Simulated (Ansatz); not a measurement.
## K on Ag(111): change of the work function

Aim: the work function of Ag(111) at several coverages of K (fcc site), and the dipole that each adsorbate carries.

Method: plane-wave DFT, PBE, Ansatz PAW, in Ansatz 0.2.0.

Report form: inputs, costs, results and the conclusion, without the logs.

### Step 1. Starting point

The cell holds 4 atoms: 4 Ag. Its edges and angles: a = 2.892 Å, b = 2.892 Å, c = 25.084 Å, α = 90.0°, β = 90.0°, γ = 60.0°. Vacuum lies along c.

### Step 2. The clean slab

The bare slab comes first, as the zero from which every change is counted. The two lowest layers are held at bulk places and the upper ones relax. The dipole correction removes the false field that a one-sided slab makes across the periodic vacuum, so each face gets a flat vacuum level of its own.

File input.yaml:

```yaml
crystal:
  lattice:
    - [2.8920667351, 0.0, 0.0]
    - [1.4460333675, 2.504603262, 0.0]
    - [0.0, 0.0, 25.084087803]
  atoms:
    - { symbol: Ag, position: [0.0, 0.0, 0.3587931947] }
    - { symbol: Ag, position: [0.3333333333, 0.3333333333, 0.4529310649] }
    - { symbol: Ag, position: [0.6666666667, 0.6666666667, 0.5470689351] }
    - { symbol: Ag, position: [0.0, 0.0, 0.6412068053] }
kpoints:
  mp_grid: { grid: [12, 12, 1] }
hamiltonian:
  xc: pbe
scf:
  occupations: { method: fermi_dirac, width: 0.1 }
  convergence: { dr2_threshold: 1.0e-08 }
efield:
  axis: 3
  dipole_correction: true
  ramp_position: 0.97
  ramp_width: 0.06
relax:
  f_tol: 0.02
  max_steps: 60
  constraints: [{ sites: [0, 1] }]
output:
  write_potential: true
  write_density: true
  volumetric_format: npy
```

Command:

```
$ ansatz run input.yaml --threads 4 --pin off --max-ram 16384MiB --backend cpu --events-out ev --progress --plain --runs-dir out
```

Run time: 12 s. Hardware: 4 threads of Arm Neoverse V1, shared host; peak memory 0.51 GiB.

Step by step:

| step | energy less that of the first step (eV) | largest force component (eV/Å) |
| --- | --- | --- |
| 1 | 0.0000 | 0.1394 |
| 2 | -0.0033 | 0.0588 |
| 3 | -0.0046 | 0.0035 |

Forces are held to the 6 operations that the program found; a distortion that breaks them can't arise in this run.

The atoms that moved most (Å):

| atom | dx | dy | dz | length |
| --- | --- | --- | --- | --- |
| Ag4 | 0.000 | 0.000 | 0.077 | 0.077 |
| Ag3 | 0.000 | 0.000 | 0.027 | 0.027 |

This step gave:

* energy at zero smearing: -30361.5275 eV
* work function, upper face: 4.469 eV
* dipole along the normal: -8.00e-4 e·Å

Running mean over 2.361 Å of the planar mean; the ramp of the sawtooth is left out. The electron's electrostatic potential energy less the Fermi level by z:

z (Å), electron's electrostatic potential energy less the Fermi level (eV) and a bar from the least value:
```
      3.5       4.45 ##############################
      4.0       4.45 ##############################
      4.5       4.45 ##############################
      5.0       4.44 ##############################
      5.5       4.43 ##############################
      6.0       4.38 ##############################
      6.5       4.19 #############################
      7.0       3.48 ###########################
      7.5       1.20 #####################
      8.0      -2.25 ###########
      8.5      -4.95 ###
      9.0      -5.85 #
      9.5      -6.00 
     10.0      -6.03 
     10.5      -6.04 
     11.0      -6.05 
     11.5      -6.03 
     12.0      -5.92 
     12.5      -5.85 #
     13.0      -5.89 
     13.5      -5.99 
     14.0      -5.97 
     14.5      -5.78 #
     15.0      -5.68 #
     15.5      -5.78 #
     16.0      -5.86 #
     16.5      -5.38 ##
     17.0      -3.28 ########
     17.5       0.15 ##################
     18.0       2.97 ##########################
     18.5       4.08 #############################
     19.0       4.36 ##############################
     19.5       4.44 ##############################
     20.0       4.46 ##############################
     20.5       4.47 ##############################
     21.0       4.47 ##############################
     21.5       4.47 ##############################
     22.0       4.47 ##############################
```

The relaxation took 3 steps and lowered the energy by 0.0046 eV; the largest force on the free atoms ends at 0.0035 eV/Å.

The work function of the upper face is 4.47 eV.

### Step 3. The covered slab, k-mesh 4×4×1, coverage 0.111 ML

System of this step: KAg36 (K/Ag(111)). The cell holds 37 atoms: 36 Ag and 1 K. Its edges and angles: a = 8.676 Å, b = 8.676 Å, c = 28.333 Å, α = 90.0°, β = 90.0°, γ = 60.0°. Vacuum lies along c.

The clean slab as it ended is repeated in the plane and the adsorbate is set on one face; the cell's size fixes the coverage, and the k-mesh shrinks with it to keep the sampling density about even. Adsorbate and upper layers relax, since the dipole depends on the height.

File input.yaml:

```yaml
crystal:
  lattice:
    - [8.6762002052, 1.0e-10, 0.0]
    - [4.3381001025, 7.5138097861, 0.0]
    - [0.0, 0.0, 28.3329768536]
  atoms:
    - { symbol: Ag, position: [0.0, 0.0, 0.3176510554] }
    - { symbol: Ag, position: [0.1111111111, 0.1111111111, 0.4009943135] }
    - { symbol: Ag, position: [0.2222222222, 0.2222222222, 0.4853017421] }
    - { symbol: Ag, position: [0.0, 0.0, 0.5704039269] }
    - { symbol: Ag, position: [0.0, 0.3333333333, 0.3176510554] }
    - { symbol: Ag, position: [0.1111111111, 0.4444444444, 0.4009943135] }
    - { symbol: Ag, position: [0.2222222222, 0.5555555556, 0.4853017421] }
    - { symbol: Ag, position: [0.0, 0.3333333333, 0.5704039269] }
    - { symbol: Ag, position: [0.0, 0.6666666667, 0.3176510554] }
    - { symbol: Ag, position: [0.1111111111, 0.7777777778, 0.4009943135] }
    - { symbol: Ag, position: [0.2222222222, 0.8888888889, 0.4853017421] }
    - { symbol: Ag, position: [0.0, 0.6666666667, 0.5704039269] }
    - { symbol: Ag, position: [0.3333333333, 0.0, 0.3176510554] }
    - { symbol: Ag, position: [0.4444444444, 0.1111111111, 0.4009943135] }
    - { symbol: Ag, position: [0.5555555556, 0.2222222222, 0.4853017421] }
    - { symbol: Ag, position: [0.3333333333, 0.0, 0.5704039269] }
    - { symbol: Ag, position: [0.3333333333, 0.3333333333, 0.3176510554] }
    - { symbol: Ag, position: [0.4444444444, 0.4444444444, 0.4009943135] }
    - { symbol: Ag, position: [0.5555555556, 0.5555555556, 0.4853017421] }
    - { symbol: Ag, position: [0.3333333333, 0.3333333333, 0.5704039269] }
    - { symbol: Ag, position: [0.3333333333, 0.6666666667, 0.3176510554] }
    - { symbol: Ag, position: [0.4444444444, 0.7777777778, 0.4009943135] }
    - { symbol: Ag, position: [0.5555555556, 0.8888888889, 0.4853017421] }
    - { symbol: Ag, position: [0.3333333333, 0.6666666667, 0.5704039269] }
    - { symbol: Ag, position: [0.6666666667, 0.0, 0.3176510554] }
    - { symbol: Ag, position: [0.7777777778, 0.1111111111, 0.4009943135] }
    - { symbol: Ag, position: [0.8888888889, 0.2222222222, 0.4853017421] }
    - { symbol: Ag, position: [0.6666666667, 0.0, 0.5704039269] }
    - { symbol: Ag, position: [0.6666666667, 0.3333333333, 0.3176510554] }
    - { symbol: Ag, position: [0.7777777778, 0.4444444444, 0.4009943135] }
    - { symbol: Ag, position: [0.8888888889, 0.5555555556, 0.4853017421] }
    - { symbol: Ag, position: [0.6666666667, 0.3333333333, 0.5704039269] }
    - { symbol: Ag, position: [0.6666666667, 0.6666666667, 0.3176510554] }
    - { symbol: Ag, position: [0.7777777778, 0.7777777778, 0.4009943135] }
    - { symbol: Ag, position: [0.8888888889, 0.8888888889, 0.4853017421] }
    - { symbol: Ag, position: [0.6666666667, 0.6666666667, 0.5704039269] }
    - { symbol: K, position: [0.1111111111, 0.1111111111, 0.6823489446] }
kpoints:
  mp_grid: { grid: [4, 4, 1] }
hamiltonian:
  xc: pbe
scf:
  occupations: { method: fermi_dirac, width: 0.1 }
  convergence: { dr2_threshold: 1.0e-08 }
efield:
  axis: 3
  dipole_correction: true
  ramp_position: 0.97
  ramp_width: 0.06
relax:
  f_tol: 0.02
  max_steps: 60
  constraints:
    - { sites: [0, 1, 4, 5, 8, 9, 12, 13, 16, 17, 20, 21, 24, 25, 28, 29, 32, 33] }
output:
  write_potential: true
  write_density: true
  volumetric_format: npy
```

It took 15 min on 4 threads; peak memory 12 GiB.

Relaxation path:

```csv
step,energy less that of the first step (eV),largest force component (eV/Å)
1,0.0000,0.4683
2,-0.0465,0.3837
3,-0.0940,0.0483
4,-0.0958,0.0236
5,-0.0962,0.0019
```

The run keeps the 6 symmetry operations that the program found, so distortions that break them were not tested.

The atoms that moved most (Å):

```
atom      dx      dy      dz  length
 K37   0.000   0.000  -0.364   0.364
 Ag4  -0.010  -0.006  -0.045   0.047
Ag16   0.010  -0.006  -0.045   0.047
 Ag8   0.000   0.011  -0.045   0.047
Ag20  -0.006  -0.003   0.036   0.037
Ag24   0.000   0.007   0.036   0.037
Ag32   0.006  -0.003   0.036   0.037
Ag28   0.000   0.000   0.026   0.026
```

The relaxed structure:

```
Ag K
1.0
     8.67620    0.00000    0.00000
     4.33810    7.51381    0.00000
     0.00000    0.00000   28.33298
Ag K
36 1
Direct
  0.00000 0.00000 0.31765
  0.11111 0.11111 0.40099
  0.22261 0.22261 0.48465
  0.99925 0.99925 0.56881
  0.00000 0.33333 0.31765
  0.11111 0.44444 0.40099
  0.22247 0.55543 0.48591
  0.99925 0.33484 0.56881
  0.00000 0.66667 0.31765
  0.11111 0.77778 0.40099
  0.22261 0.88812 0.48465
  0.00001 0.66666 0.57134
  0.33333 0.00000 0.31765
  0.44444 0.11111 0.40099
  0.55543 0.22247 0.48591
  0.33484 0.99925 0.56881
  0.33333 0.33333 0.31765
  0.44444 0.44444 0.40099
  0.55543 0.55543 0.48591
  0.33289 0.33289 0.57169
  0.33333 0.66667 0.31765
  0.44444 0.77778 0.40099
  0.55645 0.88844 0.48510
  0.33289 0.66754 0.57169
  0.66667 0.00000 0.31765
  0.77778 0.11111 0.40099
  0.88812 0.22261 0.48465
  0.66666 0.00001 0.57134
  0.66667 0.33333 0.31765
  0.77778 0.44444 0.40099
  0.88844 0.55645 0.48510
  0.66754 0.33289 0.57169
  0.66667 0.66667 0.31765
  0.77778 0.77778 0.40099
  0.88844 0.88844 0.48510
  0.66666 0.66666 0.57134
  0.11111 0.11111 0.66951
```

Read from the output:

```yaml
energy_at_zero_smearing: -274792.3531 eV
work_function_upper_face: 1.868 eV
work_function_lower_face: 4.360 eV
dipole_along_the_normal: 0.8976 e·Å
step_between_the_vacuum_levels: -2.492 eV
```

Running mean over 2.361 Å of the planar mean; the ramp of the sawtooth is left out. Electron's electrostatic potential energy less the Fermi level against z:

z (Å), electron's electrostatic potential energy less the Fermi level (eV) and a bar from the least value:
```
      3.5       4.36 ##############################
      4.0       4.36 ##############################
      4.5       4.36 ##############################
      5.0       4.35 ##############################
      5.5       4.34 ##############################
      6.0       4.29 ##############################
      6.5       4.11 #############################
      7.0       3.39 ###########################
      7.5       1.12 #####################
      8.0      -2.32 ###########
      8.5      -4.99 ###
      9.0      -5.91 #
      9.5      -6.05 
     10.0      -6.07 
     10.5      -6.08 
     11.0      -6.09 
     11.5      -6.06 
     12.0      -5.96 
     12.5      -5.89 #
     13.0      -5.92 
     13.5      -6.01 
     14.0      -5.99 
     14.5      -5.78 #
     15.0      -5.67 #
     15.5      -5.78 #
     16.0      -5.91 #
     16.5      -5.51 ##
     17.0      -3.64 #######
     17.5      -0.74 ###############
     18.0       1.37 #####################
     18.5       1.78 #######################
     19.0       1.57 ######################
     19.5       1.37 #####################
     20.0       1.44 ######################
     20.5       1.67 ######################
     21.0       1.81 #######################
     21.5       1.85 #######################
     22.0       1.86 #######################
     22.5       1.86 #######################
     23.0       1.87 #######################
     23.5       1.87 #######################
     24.0       1.87 #######################
     24.5       1.87 #######################
     25.0       1.87 #######################
```

The relaxation took 5 steps and lowered the energy by 0.096 eV; the largest force on the free atoms ends at 0.0019 eV/Å.

The covered face has 1.87 eV, -2.60 eV against the clean one; the bare back face has moved by -0.09 eV, a measure of how thin the slab is.

[end of part 1 of 2]

[Long decimals in the printed logs are rounded to 6 places.]

[Logs are printed without paths, hosts, clocks, repeated set-up lines and the standing remarks that a program may print on its own settings, such as how far it seeks lower states.]

[Hosts, paths, dates, database ids (printed as entryN), source tags and the programs' standing remarks are cut or masked in the printed files.]

[Maps of the electrostatic potential energy from Ansatz leave out the sawtooth potential of an applied field or a dipole correction, so their vacuum need not be flat; planar profiles and work functions include it.]
